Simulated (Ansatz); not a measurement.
**MgSi (P4/mmm): Grüneisen parameters**

Aim: how the phonons of MgSi (P4/mmm) shift with volume, and the thermal expansion that follows.

Program: Ansatz 0.2.0. Level of theory: DFT PBEsol, scalar-relativistic, plane waves, norm-conserving pseudopotentials. Results are calculated unless marked as measured.

**1. The structure**

It takes space group P4/mmm (No. 123, tetragonal). The conventional cell has a = 2.938 Å, b = 2.938 Å, c = 3.958 Å, α = 90.00°, β = 90.00°, γ = 90.00°. Nearest to Mg lie 8 Si at 2.87 Å and 4 Mg at 2.94 Å. Nearest to Si lie 8 Mg at 2.87 Å and 4 Si at 2.94 Å. Farther neighbours are not listed.

**2. Response at finite wavevector**

The cell comes from relaxations at this level that are not shown. Stability and thermal properties need the whole zone. Linear response on a 2×2×2 q mesh gives force constants as far as a supercell of that size would.

Contents of input.yaml:

```yaml
crystal:
  lattice:
    - [2.9379161965, 0.0, 0.0]
    - [0.0, 2.9379161965, 0.0]
    - [0.0, 0.0, 3.9576587989]
  atoms:
    - { symbol: Mg, position: [0.0, 0.0, 0.0] }
    - { symbol: Si, position: [0.5, 0.5, 0.5] }
kpoints:
  mp_grid: { grid: [16, 16, 12] }
hamiltonian:
  xc: pbesol
  pseudopotentials: { kind: nc }
scf:
  occupations: { method: methfessel_paxton, width: 0.15 }
output:
  eigenvalues: true
phonons:
  method: dfpt
  qmesh: [2, 2, 2]
  temperatures: { t_max: 1000, t_step: 50 }
  qpath:
    path:
      - [[0.0, 0.0, 0.0], [0.0, 0.5, 0.0], [0.5, 0.5, 0.0], [0.0, 0.0, 0.0], [0.0, 0.0, 0.5], [0.0, 0.5, 0.5], [0.5, 0.5, 0.5], [0.0, 0.0, 0.5]]
      - [[0.0, 0.5, 0.0], [0.0, 0.5, 0.5]]
      - [[0.5, 0.5, 0.0], [0.5, 0.5, 0.5]]
    npoints: 10
```

Run with:

```bash
ansatz run input.yaml --threads 4 --pin off --max-ram 7168MiB --backend cpu --events-out ev --progress --plain --runs-dir out
```

Numbers of over 12 decimals in the logs are rounded to 6 here.

Output:

```text
Engine: ansatz 0.2.0, aarch64-unknown-linux-gnu
Pseudopotentials: kind: nc
Pseudopotential: Mg, nc, valence charge 10, recommended cutoff 1142.878222 eV (normal), Mg.nc.azcp (PseudoDojo's, or run here from an input of PseudoDojo's: the run reads no file of this project's for it)
Pseudopotential: Si, nc, valence charge 4, recommended cutoff 489.804952 eV (normal), Si.nc.azcp (PseudoDojo's, or run here from an input of PseudoDojo's: the run reads no file of this project's for it)
Functional definition: PBEsol
  exchange = pbesol_x
  correlation = pbesol_c
Crystal: 2 atoms, lattice volume = 34.160 Å³
Basis set: ecut = 1142.878222 eV, 3009 PW (Γ), exchange–correlation on 72×72×90 points (8 copies of the dense FFT grid, shifted against one another)
Bands: 11, of which v1, the nominal top of the filled ones, is band 7 counted from 1 (6 counted from 0)
Symmetry: 16 space group operations
k-points: 315 of 3072
Non-local potential: Mg, projectors of the file, l = 0: 2, l = 1: 2
Non-local potential: Si, projectors of the file, l = 0: 2, l = 1: 2, l = 2: 2
Initial density: superposition of atomic densities (chi_scale 0.1, normalization cell, long waves kept (reshape's long-wave potential 0.00 eV rms))
Initial wavefunctions: pseudopotential atomic-orbital guess
Functional: x = pbesol(κ = 0.804, μ = 0.123457), c = pbesol(β = 0.046)
SCF iter   1: F=—  HF=-1728.836238 eV  |F-HF|=—  |Δ(HF+E_count)|=         —  Δρ=2.24e-2  dr2=1.23e-1  ethr=3.10e-3  ⟨swp⟩=5.4  Hψ=22835  notcnv=0
preconditioner: auto → none  [metal: Δε(μ)=0.004 eV  Ē_g=9.114 eV  σ=0.150 eV  W_gap=0.02  n_scr=6 (ndim 8)  ℏωp=15.6 eV  f_vac=0.000  D(μ)=0.74/eV (n_scr^D=2)  sad-step TF]
SCF iter   2: F=—  HF=-1728.825287 eV  |F-HF|=—  |Δ(HF+E_count)|=   1.10e-2  S|Δr|=    0.00e0  Δρ=1.38e-2  dr2=5.44e-2  ethr=8.81e-4  ⟨swp⟩=1.0  Hψ=5985  notcnv=0
SCF iter   3: F=—  HF=-1728.814690 eV  |F-HF|=—  |Δ(HF+E_count)|=   1.06e-2  S|Δr|=    0.00e0  Δρ=1.44e-3  dr2=4.25e-4  ethr=3.89e-4  ⟨swp⟩=1.0  Hψ=3432  notcnv=0
SCF iter   4: F=—  HF=-1728.814701 eV  |F-HF|=—  |Δ(HF+E_count)|=   1.09e-5  S|Δr|=    0.00e0  Δρ=3.86e-4  dr2=3.71e-5  ethr=3.03e-6  ⟨swp⟩=2.7  Hψ=5445  notcnv=0
SCF iter   5: F=—  HF=-1728.814689 eV  |F-HF|=—  |Δ(HF+E_count)|=   1.27e-5  S|Δr|=    0.00e0  Δρ=1.05e-4  dr2=1.08e-6  ethr=2.65e-7  ⟨swp⟩=2.0  Hψ=4150  notcnv=0
SCF iter   6: F=—  HF=-1728.814688 eV  |F-HF|=—  |Δ(HF+E_count)|=   5.59e-7  S|Δr|=    0.00e0  Δρ=1.90e-5  dr2=2.98e-8  ethr=7.71e-9  ⟨swp⟩=2.1  Hψ=5314  notcnv=0  defer=1
SCF iter   7: F=—  HF=-1728.814688 eV  |F-HF|=—  |Δ(HF+E_count)|=   3.66e-9  S|Δr|=    0.00e0  Δρ=2.65e-6  dr2=7.58e-10  ethr=2.13e-10  ⟨swp⟩=1.1  Hψ=3518  notcnv=0  defer=1
SCF iter   8: F=-1728.814688 eV  HF=-1728.814688 eV  |F-HF|=2.27e-13  |Δ(HF+E_count)|=  1.16e-11  S|Δr|=    0.00e0  Δρ=2.09e-7  dr2=5.10e-12  ethr=1.00e-12  ⟨swp⟩=5.6  Hψ=18002  notcnv=0
SCF 1 converged in 8 iterations: F = -1728.814688 eV  dr2 = 5.10e-12
Initial density: read from a saved state, or passed on in memory by an earlier SCF of this step, an earlier step, the calling program or the single point that the run made first
iter 1 solved again at ethr=9.89e-8 eV; its pass at ethr=3.10e-3 eV (dr2=1.39e-5 eV) is discarded
SCF iter   1: F=—  HF=-1728.814691 eV  |F-HF|=—  |Δ(HF+E_count)|=         —  Δρ=4.59e-7  dr2=4.34e-11  ethr=9.89e-8  ⟨swp⟩=3.9  Hψ=34426  notcnv=0
eigensolver tolerance schedule: the retry pair's looser diagonalisation over-reported the residual by 318781.03 of it (diagonalisation noise at an unbounded share of the residual, at the tolerance the schedule requests for it); recorded, not acted on — ethr = c·dr2/N_el stays at c = 1.0e-1
preconditioner: auto → none  [metal: Δε(μ)=0.018 eV  Ē_g=9.093 eV  σ=0.150 eV  W_gap=0.10  n_scr=6 (ndim 8)  ℏωp=15.6 eV  f_vac=0.000  D(μ)=0.76/eV (n_scr^D=2)]
SCF iter   2: F=—  HF=-1728.814688 eV  |F-HF|=—  |Δ(HF+E_count)|=   2.58e-6  S|Δr|=    0.00e0  Δρ=3.13e-7  dr2=1.96e-11  ethr=1.00e-12  ⟨swp⟩=3.4  Hψ=8032  notcnv=0
SCF iter   3: F=-1728.814688 eV  HF=-1728.814688 eV  |F-HF|=3.18e-12  |Δ(HF+E_count)|=  4.32e-12  S|Δr|=    0.00e0  Δρ=1.73e-7  dr2=5.65e-12  ethr=1.00e-12  ⟨swp⟩=4.0  Hψ=12135  notcnv=0
SCF 2 converged in 3 iterations: F = -1728.814688 eV  dr2 = 5.65e-12
phonons: the bands overlap, so this run is a metal and interpolates without the dipole-dipole term. If the crystal is really an insulator or semiconductor, its LO-TO splitting is missing
NSCF: frozen V_eff on 315 k-points
NSCF: frozen V_eff on 567 k-points
DFPT response loops at q = (0, 0, 0) (fractional): preconditioner auto → Kerker (q_TF=auto, 2.351 Å⁻¹) (partly filled bands, converged f_vac=0.000); β = 1.00, the filter's whole step (`scf.mixing.beta` (0.50) is not read by the response loops under this deck's `scf.mixing.preconditioner`; to damp them name `kerker` or `kerker_dos`, under which they read `scf.mixing.beta`, and type it under 1.00, their step now; both keys bind the ground state too); Broyden in place of MSR1
NSCF: frozen V_eff on 1134 k-points
DFPT response loops at q = (0, 0, -0.5) (fractional): mixed as the last ones told, above
NSCF: frozen V_eff on 1134 k-points
DFPT response loops at q = (0, -0.5, 0) (fractional): mixed as the last ones told, above
NSCF: frozen V_eff on 1134 k-points
DFPT response loops at q = (0, -0.5, -0.5) (fractional): mixed as the last ones told, above
NSCF: frozen V_eff on 1134 k-points
DFPT response loops at q = (-0.5, -0.5, 0) (fractional): mixed as the last ones told, above
NSCF: frozen V_eff on 1134 k-points
DFPT response loops at q = (-0.5, -0.5, -0.5) (fractional): mixed as the last ones told, above
SCF converged after 8 iterations
Stability not checked: this state was not tested for a lower state beside it, because cold or Methfessel-Paxton smearing, or corrected tetrahedra, fill the levels in a way that the test cannot read (fill_not_monotonic; see scf.lower_state_search)
Free energy (F): -1728.814688 eV
Harris-Foulkes:  -1728.814688 eV  (|F-HF|=2.27e-13)
Internal energy: -1728.814719 eV  (E = F + TS)
E sigma→0 (E₀):  -1728.814696 eV
Entropy (-TS):   0.000031 eV (0.015 meV/atom)
Fermi energy:    8.385785 eV
--- Per-component energies (eV) ---
  E_band       = -317.855339
  E_kinetic    = 964.385308
  E_local      = -1709.441785  (includes V_loc(G=0)·N_el)
  E_nonlocal   = -476.605709
  E_hartree    = 612.693290
  E_xc         = -254.389569
  E_vxc        = -321.579772  (∫ρ·V_xc dr)
  E_ewald      = -865.456253
  E_smearing   = 0.000031  (= −TS)
  E_closure    = 0.000000  (closes the sum)
  Σ components = -1728.814688   (vs F -1728.814688, Δ=0.00e0)
--- Band table (eV; the first three rows and the last of 315) ---
  k-point 0: bands = [... 3 lower, -34.3200, -2.8711, 6.0184, 8.0511, 12.4128, 12.4128, 13.5854, 16.3852]
  k-point 1: bands = [... 3 lower, -34.3201, -2.8175, 5.3205, 8.8710, 12.4450, 12.4450, 13.6450, 16.4373]
  k-point 2: bands = [... 3 lower, -34.3204, -2.6604, 4.2056, 10.3539, 12.5371, 12.5371, 13.8217, 16.5899]
  k-point 314: bands = [... 3 lower, -34.3125, 4.9408, 6.0807, 6.0807, 7.6104, 9.5400, 9.5400, 9.6220]
--- Phonons (Γ-DFPT): 4 representative perturbations + reference (Σ response iterations 10) ---
  ASR residual: 8.976e-3 → 0.000e0 eV/Å²; symmetrization residual: 1.199e-5 eV/Å²
  ASR residual per site (eV/Å²): 8.98e-3 8.02e-5
  Γ frequencies (cm⁻¹): 0.00 0.00 0.00 205.21 205.21 298.30
--- Phonons (arbitrary-q DFPT): 6 irreducible q on the 2×2×2 mesh ---
  q = [0.0000, 0.0000, 0.0000] (star 1, of the zone-centre solve; hermiticity 5.61e-6, symmetrization 9.35e-16): -0.00 -0.00 0.00 205.21 205.21 298.30
  q = [0.0000, 0.0000, -0.5000] (star 1, 4 solved perturbations in 1764 linear systems a pass and spin channel, the states on 567 of 3072 k-point pairs; hermiticity 3.07e-14, symmetrization 2.25e-12, the responses' own estimated error 6.7e-5 eV/Å²): 112.63 112.63 141.16 141.16 223.53 233.79
  q = [0.0000, -0.5000, 0.0000] (star 2, 6 solved perturbations on 567 of 3072 k-point pairs; hermiticity 2.63e-14, symmetrization 1.84e-14, the responses' own estimated error 7.6e-5 eV/Å²): 121.92 123.14 185.84 203.36 203.51 314.53
  q = [0.0000, -0.5000, -0.5000] (star 2, 6 solved perturbations on 567 of 3072 k-point pairs; hermiticity 1.76e-6, symmetrization 2.07e-14, the responses' own estimated error 7.5e-5 eV/Å²): -133.35 127.34 148.63 208.51 265.74 333.59
  q = [-0.5000, -0.5000, 0.0000] (star 1, 4 solved perturbations in 1764 linear systems a pass and spin channel, the states on 567 of 3072 k-point pairs; hermiticity 1.18e-7, symmetrization 9.68e-13, the responses' own estimated error 7.0e-5 eV/Å²): -72.45 -72.45 195.94 222.39 305.48 305.48
  q = [-0.5000, -0.5000, -0.5000] (star 1, 4 solved perturbations in 1764 linear systems a pass and spin channel, the states on 567 of 3072 k-point pairs; hermiticity 3.16e-14, symmetrization 1.67e-12, the responses' own estimated error 7.3e-5 eV/Å²): -150.93 -150.93 192.84 263.26 292.87 292.87
  sum rule: each row above includes the acoustic sum rule's correction from the zone centre's row sums; it moved no ω² by more than (10.02 cm⁻¹)²
  mesh force constants: q→R imaginary residual 2.21e-17; ASR residual 8.976e-3 → 0.000e0 eV/Å²; symmetrization residual 1.776e-15 eV/Å²
  interpolated dispersion: 93 rows × 6 modes
  density of states and harmonic sums: on the 22×22×16 q-mesh, interpolated from the force constants of a 2×2×2 supercell (no non-analytic term)
  largest difference from the sums on the solved wave vectors: F 1.02e-1 eV, S 1.36e-4 and C_V 3.54e-5 eV/K
  zero-point energy: 0.064261 eV/cell   skipped modes (ω ≤ 0): 514, of them read as no rigid motion or as one in doubt: 511 (7.224e-1 modes/cell left out, lowest -150.93 cm⁻¹)   left out of the sums: 1.20e-1 of the cell's modes: C_V's classical limit lies that fraction below 3 k_B per atom; for a crystal, a wire or a layer, F and S can be off by more, and a phonons.interpolated_qmesh denser along its periods is the remedy for the sampling
```

The job ended after 3.7 min (4 threads of Arm Neoverse V2, shared host; peak memory 2 GiB; 14 min of CPU time).

Numbers from this step:

```yaml
volume_per_atom: 17.08 Å³
gap_on_the_k_mesh: 0 eV
sum_rule_residual_before_enforcement: 0.008976 eV/Å²
lowest_frequency_on_the_path: -150.9 cm⁻¹
point_group: 4/mmm
highest_frequency_on_the_path_or_at_a_solved_wavevector: 333.6 cm⁻¹
highest_optical_mode_at_the_zone_centre_no_lo_to_term: 298.3 cm⁻¹
lowest_optical_zone_centre_mode: 205.2 cm⁻¹
lowest_mode_on_the_q_mesh_acoustic_modes_at_gamma_apart: -150.9 cm⁻¹
```

Frequencies (cm⁻¹) solved at each irreducible wavevector; negative means imaginary. Frequencies by wavevector, by row:

```csv
q in reciprocal lattice units,star,mode 1,mode 2,mode 3,mode 4,mode 5,mode 6
0 0 0,1,0,0,0,205.2,205.2,298.3
0 0 -0.5,1,112.6,112.6,141.2,141.2,223.5,233.8
0 -0.5 0,2,121.9,123.1,185.8,203.4,203.5,314.5
0 -0.5 -0.5,2,-133.3,127.3,148.6,208.5,265.7,333.6
-0.5 -0.5 0,1,-72.5,-72.5,195.9,222.4,305.5,305.5
-0.5 -0.5 -0.5,1,-150.9,-150.9,192.8,263.3,292.9,292.9
```

Symmetry leaves 6 wavevectors to solve. The lowest mode among them, the acoustic zeros apart, lies at q = (-0.5, -0.5, -0.5) and is imaginary, 150.9i cm⁻¹, so the energy falls along it.

**3. Relaxing at another volume, volume ratio 0.97**

The volume is scaled by 0.97 and held, while shape and atoms relax as far as symmetry allows. The modes can then be followed against volume.

input.yaml, the sections that differ from step 2:

```yaml
crystal:
  lattice:
    - [2.9082382462, 0.0, 0.0]
    - [0.0, 2.9082382462, 0.0]
    - [0.0, 0.0, 3.917679714]
  atoms:
    - { symbol: Mg, position: [0.0, 0.0, 0.0] }
    - { symbol: Si, position: [0.5, 0.5, 0.5] }
output:
  forces: true
  stress: true
  eigenvalues: true
relax:
  adjacent_minimum: "off"
  f_tol: 0.001
  max_steps: 60
  cell: { stress_tol: 0.01, fix: [volume] }
# kpoints, hamiltonian, scf: as in step 2
# phonons: removed
```

Output:

```text
[...]
Crystal: 2 atoms, lattice volume = 33.135 Å³
Basis set: ecut = 1142.878222 eV, 2889 PW (Γ), exchange–correlation on 72×72×90 points (8 copies of the dense FFT grid, shifted against one another)
Bands: 11, of which v1, the nominal top of the filled ones, is band 7 counted from 1 (6 counted from 0)
Symmetry: 16 space group operations
[...]
k-points: 315 of 3072
[...]
--- Relaxed structure (4 steps of the walk, 4 accepted, 1 SCFs on fresh bases) ---
  F+E_penalty+E_count = -1728.80833895 eV   max|allowed force component| = 1.972e-31 eV/Å   (the final SCF, on the basis selected at the relaxed cell)
  cell:  # Å, volume = 33.1351 Å³
    - [2.899913, 0, 0.0]
    - [0, 2.899913, 0.0]
    - [0.0, 0.0, 3.940205]
  atoms:
    - { symbol: Mg, position: [0, 0, 0.0] }
    - { symbol: Si, position: [0.5, 0.5, 0.5] }
[key lines of the parts left out:]
SCF converged after 5 iterations
Free energy (F): -1728.808339 eV
Fermi energy:    8.748582 eV
P = ⅓ Tr σ = 2.0449 GPa (20.449 kbar)
```

Run time: 27 s. Hardware: 4 threads; peak memory 0.69 GiB.

Relaxation path:

| step | energy less that of the first step (eV) | largest force component (eV/Å) | pressure (GPa) | volume (Å³) |
| --- | --- | --- | --- | --- |
| 1 | 0.0000 | 0.0000 | 2.17 | 33.14 |
| 2 | -0.0004 | 0.0000 | 2.07 | 33.14 |
| 3 | -0.0004 | 0.0000 | 2.04 | 33.14 |
| 4 | -0.0004 | 0.0000 | 2.04 | 33.14 |
| 5* | -0.0004 | 0.0000 | 2.04 | 33.14 |

Relaxation steps marked * repeat the geometry before them on a plane-wave basis chosen anew for their cell, so energy and pressure can jump there.

Forces are held to the 16 operations that the run works with; a distortion that breaks them can't arise in this run.

```csv
"conventional cell, symmetrised",before,after,change
a (Å),2.908,2.900,-0.3 %
b (Å),2.908,2.900,-0.3 %
c (Å),3.918,3.940,+0.6 %
volume (Å³/atom),16.57,16.57,-0.0 %
```

Final coordinates:

```cif
data_structure
_symmetry_space_group_name_H-M 'P 1'
_symmetry_Int_Tables_number 1
_cell_length_a 2.8999
_cell_length_b 2.8999
_cell_length_c 3.9402
_cell_angle_alpha 90.000
_cell_angle_beta 90.000
_cell_angle_gamma 90.000
_cell_volume 33.14
loop_
_atom_site_label
_atom_site_type_symbol
_atom_site_fract_x
_atom_site_fract_y
_atom_site_fract_z
_atom_site_occupancy
Mg1 Mg 0.00000 0.00000 0.00000 1
Si2 Si 0.50000 0.50000 0.50000 1
```

This step gave:

* pressure: 2.045 GPa
* volume per atom: 16.57 Å³

**4. Phonons at the other volume, volume ratio 0.97**

The phonons are repeated at this volume on the same k and q meshes.

input.yaml, the sections that differ from step 3:

```yaml
crystal:
  lattice:
    - [2.8999134891, 0.0, 0.0]
    - [0.0, 2.8999134891, 0.0]
    - [0.0, 0.0, 3.9402048989]
  atoms:
    - { symbol: Mg, position: [0.0, 0.0, 0.0] }
    - { symbol: Si, position: [0.5, 0.5, 0.5] }
output:
  eigenvalues: true
phonons:
  method: dfpt
  qmesh: [2, 2, 2]
  temperatures: { t_max: 1000, t_step: 50 }
  qpath:
    path:
      - [[0.0, 0.0, 0.0], [0.0, 0.5, 0.0], [0.5, 0.5, 0.0], [0.0, 0.0, 0.0], [0.0, 0.0, 0.5], [0.0, 0.5, 0.5], [0.5, 0.5, 0.5], [0.0, 0.0, 0.5]]
      - [[0.0, 0.5, 0.0], [0.0, 0.5, 0.5]]
      - [[0.5, 0.5, 0.0], [0.5, 0.5, 0.5]]
    npoints: 10
# kpoints, hamiltonian, scf: as in step 3
# relax: removed
```

Output:

```text
[...]
Crystal: 2 atoms, lattice volume = 33.135 Å³
Basis set: ecut = 1142.878222 eV, 2917 PW (Γ), exchange–correlation on 64×64×90 points (8 copies of the dense FFT grid, shifted against one another)
Bands: 11, of which v1, the nominal top of the filled ones, is band 7 counted from 1 (6 counted from 0)
Symmetry: 16 space group operations
k-points: 315 of 3072
[...]
SCF iter   1: F=—  HF=-1728.830765 eV  |F-HF|=—  |Δ(HF+E_count)|=         —  Δρ=2.29e-2  dr2=1.24e-1  ethr=3.10e-3  ⟨swp⟩=5.3  Hψ=22808  notcnv=0
[...]
SCF iter   8: F=-1728.808339 eV  HF=-1728.808339 eV  |F-HF|=9.09e-13  |Δ(HF+E_count)|=  4.37e-11  S|Δr|=    0.00e0  Δρ=2.10e-7  dr2=4.56e-12  ethr=1.00e-12  ⟨swp⟩=5.5  Hψ=17682  notcnv=0
SCF 1 converged in 8 iterations: F = -1728.808339 eV  dr2 = 4.56e-12
[...]
SCF iter   3: F=-1728.808339 eV  HF=-1728.808339 eV  |F-HF|=2.27e-12  |Δ(HF+E_count)|=  4.77e-12  S|Δr|=    0.00e0  Δρ=1.62e-7  dr2=4.88e-12  ethr=1.00e-12  ⟨swp⟩=4.0  Hψ=12016  notcnv=0
SCF 2 converged in 3 iterations: F = -1728.808339 eV  dr2 = 4.88e-12
[...]
NSCF: frozen V_eff on 315 k-points
[...]
SCF converged after 8 iterations
[...]
Free energy (F): -1728.808339 eV
[...]
Internal energy: -1728.808682 eV  (E = F + TS)
E sigma→0 (E₀):  -1728.808425 eV
Entropy (-TS):   0.000343 eV (0.172 meV/atom)
Fermi energy:    8.748582 eV
[...]
--- Band table (eV; the first three rows and the last of 315) ---
  k-point 0: bands = [... 3 lower, -33.9439, -2.7325, 6.2205, 8.2921, 12.9649, 12.9649, 13.9844, 17.0935]
  k-point 1: bands = [... 3 lower, -33.9439, -2.6783, 5.5223, 9.1129, 12.9969, 12.9969, 14.0441, 17.1461]
  k-point 2: bands = [... 3 lower, -33.9438, -2.5195, 4.4015, 10.6039, 13.0884, 13.0884, 14.2212, 17.2998]
  k-point 314: bands = [... 3 lower, -33.9366, 5.4400, 6.3570, 6.3570, 7.9505, 9.8966, 9.8966, 9.9245]
[...]
ASR residual: 1.163e-2 → 0.000e0 eV/Å²; symmetrization residual: 1.218e-5 eV/Å²
  ASR residual per site (eV/Å²): 1.16e-2 7.82e-5
  Γ frequencies (cm⁻¹): 0.00 0.00 0.00 215.86 215.86 315.56
--- Phonons (arbitrary-q DFPT): 6 irreducible q on the 2×2×2 mesh ---
[...]
interpolated dispersion: 93 rows × 6 modes
[...]
```

The job ended after 3.2 min (4 threads; peak memory 1.9 GiB; 13 min of CPU time).

This step gave:

- sum-rule residual before enforcement: 0.01163 eV/Å²
- lowest frequency on the path: -146.7 cm⁻¹
- highest frequency on the path or at a solved wavevector: 351.1 cm⁻¹
- highest optical mode at the zone centre (no LO-TO term): 315.6 cm⁻¹
- lowest optical zone-centre mode: 215.9 cm⁻¹
- lowest mode on the q mesh (acoustic modes at Γ apart): -146.7 cm⁻¹

Frequencies (cm⁻¹) solved at each irreducible wavevector; negative means imaginary. Frequencies by wavevector, by row:

```csv
q in reciprocal lattice units,star,mode 1,mode 2,mode 3,mode 4,mode 5,mode 6
0 0 0,1,0,0,0,215.9,215.9,315.6
0 0 -0.5,1,127.2,127.2,149.2,149.2,240.2,245.8
0 -0.5 0,2,127.5,140.1,193.4,215.6,219.3,329.4
0 -0.5 -0.5,2,-124.9,133,154.2,217.3,283.6,351.1
-0.5 -0.5 0,1,-50.5,-50.5,207.4,229.4,321.9,321.9
-0.5 -0.5 -0.5,1,-146.7,-146.7,204.2,275.1,307.1,307.1
```

The highest optical mode at the zone centre (no LO-TO term) is 315.6 cm⁻¹, +17.3 cm⁻¹ against the base run.

[end of part 1 of 2]

[Logs are printed without paths, hosts, clocks, repeated set-up lines and the standing remarks that a program may print on its own settings, such as how far it seeks lower states.]

[Hosts, paths, dates, database ids (printed as entryN), source tags and the programs' standing remarks are cut or masked in the printed files.]
